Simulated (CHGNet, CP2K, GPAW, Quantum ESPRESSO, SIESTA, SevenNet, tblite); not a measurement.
# Running random packing of Mg53Si47 (at. %) (73 atoms) with GPAW, part 2 of 2

Wanted: GPAW inputs and outputs for random packing of Mg53Si47 (at. %) (73 atoms), checked against a plane-wave reference.

Program: GPAW 26.7.0; the method stands at each step. Banners, paths, timers and routine set-up lines are dropped from the logs unmarked, and long logs keep their key lines alone; longer cuts are marked.

So far. Step 4 (LDA, LCAO dzp, h 0.2 Å): Against the first run (7.8 %), the force difference from the reference is 4.9 %, at 0.97 times the CPU time; another functional landing nearer a PBE reference means that errors partly cancel. Step 5 (PBE, LCAO dzp, h 0.2 Å, other mixer settings): Against the first run (7.8 %), the force difference from the reference is 7.8 %, at 1.3 times the CPU time: another solver or mixer reaches the same state.

### 6. PBE, LCAO dzp, h 0.15 Å

Method: Kohn-Sham DFT, PBE, PAW, atomic orbitals (dzp).

Input file run.py:

```python
import numpy as np
from ase.io import read
from gpaw import GPAW, FermiDirac

atoms = read("structure.xyz")
atoms.calc = GPAW(
    mode="lcao",
    basis="dzp",
    h=0.15,
    xc="PBE",
    kpts={"size": (1, 1, 1), "gamma": True},
    occupations=FermiDirac(0.05),
    maxiter=200,
    symmetry={"point_group": False},
    txt="gpaw.txt",
)
energy = atoms.get_potential_energy(force_consistent=True)
forces = atoms.get_forces()
print(f"energy {energy:.6f} eV")
print("forces (eV/A)")
for i, (a, f) in enumerate(zip(atoms, forces)):
    print(f"{i:4d} {a.symbol:2s} {f[0]:10.5f} {f[1]:10.5f} {f[2]:10.5f}")
print(f"Fermi level {atoms.calc.get_fermi_level():.4f} eV")
for k in range(len(atoms.calc.get_ibz_k_points())):
    for s in range(atoms.calc.get_number_of_spins()):
        e = atoms.calc.get_eigenvalues(kpt=k, spin=s)
        n = np.searchsorted(e, atoms.calc.get_fermi_level())
        print(f"k {k} spin {s} levels about the Fermi level:", np.round(e[max(n - 6, 0):n], 4).tolist(), "|", np.round(e[n:n + 6], 4).tolist())
```

Input file structure.xyz:

```xyz
73
Lattice="11.27400 0.00000 0.00000 0.00000 11.27400 0.00000 0.00000 0.00000 11.27400" Properties=species:S:1:pos:R:3 pbc="T T T"
[... 73 atom lines left out: the same atoms as in the first run ...]
```

Launch:

```sh
OMP_NUM_THREADS=1 python run.py > output.txt
```

Output:

```text
energy -189.235023 eV
forces (eV/A)
   0 Mg    1.17746   -0.02926   -1.27010
   1 Mg    0.64974    0.88393    1.09604
   2 Mg   -1.58878   -0.68379   -0.95436
   3 Mg    1.04657   -0.52014    0.43582
   4 Mg    0.58271    0.87946   -0.99055
   5 Mg   -0.55413   -1.78992   -1.33200
   6 Mg   -1.10526   -1.27422    1.21990
   7 Mg   -0.97956    1.17250   -0.03440
   8 Mg   -2.34621   -0.03394   -0.21364
   9 Mg   -0.20475   -1.01257   -0.59396
  10 Mg   -0.61266   -0.25152   -1.05446
  11 Mg   -0.86265    0.57709   -1.41856
[...]
68 Si    0.03796   -0.19577   -1.21690
  69 Si   -1.42597   -1.60419    1.46983
  70 Si    0.74841   -0.67779    0.55438
  71 Si    0.45211   -0.71051    2.17652
  72 Si   -0.52786    0.55280   -2.21538
Fermi level 5.2217 eV
k 0 spin 0 levels about the Fermi level: [4.8963, 4.9417, 4.9855, 5.0853, 5.1765, 5.2029] | [5.2219, 5.2909, 5.3753, 5.4149, 5.4714, 5.5758]
```

gpaw.txt:

```text
Input parameters:
  mode=LCAO(),
  basis={'default': 'dzp'},
  h=0.15,
  kpts=MonkhorstPack(size=(1, 1, 1), gamma=True),
  maxiter=200,
  occupations=Occupations(name='fermi-dirac', width=0.05, fixmagmom=False),
  symmetry=Symmetry(point_group=False),
  xc=XC(name='PBE')
[... lines left out ...]
  Fermi-Dirac:
[... lines left out ...]
convergence criteria:
- Maximum [total energy] change in last 3 cyles: 0.0005 eV / valence electron
[... lines left out ...]
Converged in 16 steps
[... lines left out ...]
  Free energy:    -189.235023
[... lines left out ...]
Fermi level: 5.222
[... lines left out ...]
|        ... |               |           |
|        255 |         4.774 |     2.000 |
|        256 |         4.837 |     1.999 |
[...]
|        270 |         5.690 |     0.000 |
|        ... |               |           |
|        319 |         8.601 |     0.000 |
Gap: 0.019 eV
Transition (v -> c):
  (s=0, k=0, n=262, [0.00, 0.00, 0.00]) -> (s=0, k=0, n=263, [0.00, 0.00, 0.00])
No difference between direct/indirect transitions
Force computation time: 137.819  # s
timing:  # [seconds]
  Total:  1070.853  # ━━━━━━━━━━━━━━━━━━━━━━━━━━━━━━━━━━━━━━━━━━━━━━━━━━━━━━━
  Init:     30.544  # ━╸
  SCF:     902.463  # ━━━━━━━━━━━━━━━━━━━━━━━━━━━━━━━━━━━━━━━━━━━━━━╸
  Forces:  137.819  # ━━━━━━━
```

Wall time 18 min (1 thread of Arm Neoverse V2, shared host); peak memory 4.2 GiB.

Against the reference:

```yaml
r_m_s_force_component: 1.056 eV/Å
r_m_s_difference_of_force_components: 78.44 meV/Å
longest_difference_of_force_vectors: 328.4 meV/Å
force_difference_over_r_m_s_force: 7.856 %
slope_of_forces_against_the_reference_s: 1.056
correlation_of_force_components: 0.9987
energy_less_the_same_level_run_s: -2.842 meV/atom
r_m_s_force_difference_from_the_same_level_run: 2.132 meV/Å
```

Against the first run (7.8 %), the force difference from the reference is 7.9 %, at 2.4 times the CPU time: the change moves forces by 2.1 meV/Å r.m.s., so most of the difference comes from elsewhere.

### 7. A run with a doubtful setting

run.py, as its differences from that of step 6:

```diff
@@ -8,3 +8,3 @@
     basis="dzp",
-    h=0.15,
+    h=0.2,
     xc="PBE",
@@ -12,4 +12,5 @@
     occupations=FermiDirac(0.05),
-    maxiter=200,
+    maxiter=60,
     symmetry={"point_group": False},
+    nbands=131,
     txt="gpaw.txt",
```

structure.xyz is that of step 6.

Output:

```text
ValueError: Too few bands!  Electrons: 526.0, bands: 131
```

gpaw.txt:

```text
Input parameters:
  mode=LCAO(),
  basis={'default': 'dzp'},
  h=0.2,
  kpts=MonkhorstPack(size=(1, 1, 1), gamma=True),
  maxiter=60,
  nbands=131,
  occupations=Occupations(name='fermi-dirac', width=0.05, fixmagmom=False),
  symmetry=Symmetry(point_group=False),
  xc=XC(name='PBE')
timing:  # [seconds]
  Total: 0.094  # ━━━━━━━━━━━━━━━━━━━━━━━━━━━━━━━━━━━━━━━━━━━━━━━━━━━━━━━━━━━
  Init:  0.076  # ━━━━━━━━━━━━━━━━━━━━━━━━━━━━━━━━━━━━━━━━━━━━━━━━
```

The job ended after 1.1 s (1 thread; peak memory 0.1 GiB).

The program stopped at the start. The fault in the input: too few bands (bands 131).

### 8. Side by side

Differences are against the plane-wave reference, forces as r.m.s. over components; share is that over the reference's r.m.s. force, slope the least-squares factor from reference forces to these. Total energies of different programs have different zeros and aren't compared.

```tsv
run	Δ force, r.m.s. (meV/Å)	share (%)	slope	cores	CPU time	memory (GiB)
reference	-	-	-	4	7.4 min	3.3
GPAW PBE, LCAO dzp, h 0.2 Å	78.3	7.84	1.056	1	7.5 min	1.8
GPAW PBE, LCAO szp(dzp), h 0.2 Å (coarse)	107	10.7	1.062	1	5.3 min	1.7
GPAW LDA, LCAO dzp, h 0.2 Å	49.2	4.93	0.975	1	7.3 min	1.8
GPAW PBE, LCAO dzp, h 0.2 Å, other mixer settings	77.9	7.80	1.056	1	9.5 min	1.7
GPAW PBE, LCAO dzp, h 0.15 Å	78.4	7.86	1.056	1	18 min	4.2
```

Rows marked coarse were listed beforehand as settings not expected to be converged; some can still land near the reference.

CPU time is summed over cores on a shared host, where runs went side by side, so it is rough. Symmetry, cutoffs, thresholds, outputs and thread counts weren't matched or tuned between programs; memory under MPI is the largest rank's times the ranks.

Within one program, basis, potentials and functional, energies share a zero. Each run against its twin at the usual cutoff or grid and solver:

```tsv
run	twin	Δ energy (meV/atom)	Δ force, r.m.s. (meV/Å)	CPU time over the twin's
GPAW PBE, LCAO dzp, h 0.2 Å, other mixer settings	LCAO dzp, h 0.2 Å	3.0e-4	2.71	1.3
GPAW PBE, LCAO dzp, h 0.15 Å	LCAO dzp, h 0.2 Å	-2.84	2.13	2.4
```

A second geometry, displaced anew (every atom was moved at random, 0.06 Å r.m.s. a Cartesian component), gives an energy difference that all programs can be tested on. The reference puts it at 15.50 meV/atom.

```tsv
run	energy less the first geometry's (meV/atom)	error (meV/atom)	force share at the second geometry (%)
GPAW PBE, LCAO dzp, h 0.2 Å	15.21	-0.295	7.25
GPAW PBE, LCAO szp(dzp), h 0.2 Å	14.82	-0.683	9.80
GPAW LDA, LCAO dzp, h 0.2 Å	14.38	-1.13	4.75
GPAW PBE, LCAO dzp, h 0.2 Å, other mixer settings	15.21	-0.295	7.13
```

### 9. What came out

| Property | Result |
| --- | --- |
| nearest in forces | GPAW LDA, LCAO dzp, h 0.2 Å, 4.9 % |
| its CPU time | 7.3 min |

**Reading.** The PBE runs in local orbitals, coarse settings apart, differ by 7.8 % (GPAW PBE, LCAO dzp, h 0.2 Å, other mixer settings) to 7.9 % (GPAW PBE, LCAO dzp, h 0.15 Å); basis, grid and potentials can all enter. Rows with another functional or a dispersion term differ by 4.9 % (GPAW LDA, LCAO dzp, h 0.2 Å), which mixes the change of model with differences of basis and potentials. Runs with settings chosen to be coarse differ by 11 % (GPAW PBE, LCAO szp(dzp), h 0.2 Å), their programs' other errors included. None of the electronic-structure runs in the table takes under half the reference's CPU time of 7.4 min; they take 0.71 to 2.4 times as much. The energy difference between the two geometries, 15.5 meV/atom in the reference, is met best by GPAW PBE, LCAO dzp, h 0.2 Å (-0.295) and GPAW PBE, LCAO dzp, h 0.2 Å, other mixer settings (-0.295) and worst by GPAW LDA, LCAO dzp, h 0.2 Å (-1.13). The potentials hold different valence shells: 214 electrons in the reference, 526 in GPAW; this bears on time and differences. The reference's pressure of 9.3 GPa belongs to a cell and atoms that aren't relaxed at this level. The electronic-structure runs sample only Γ, in a cell whose shortest periodic width is 11 Å, which is coarse for a cell with partly filled levels.

[Also dropped from logs without a mark: logging warnings of Python, and SIESTA's first energy breakdown and zero terms.]

[Logs are printed without paths, hosts, clocks, repeated set-up lines and the standing remarks that a program may print on its own settings, such as how far it seeks lower states.]

[Hosts, paths, dates, database ids (printed as entryN), source tags and the programs' standing remarks are cut or masked in the printed files.]
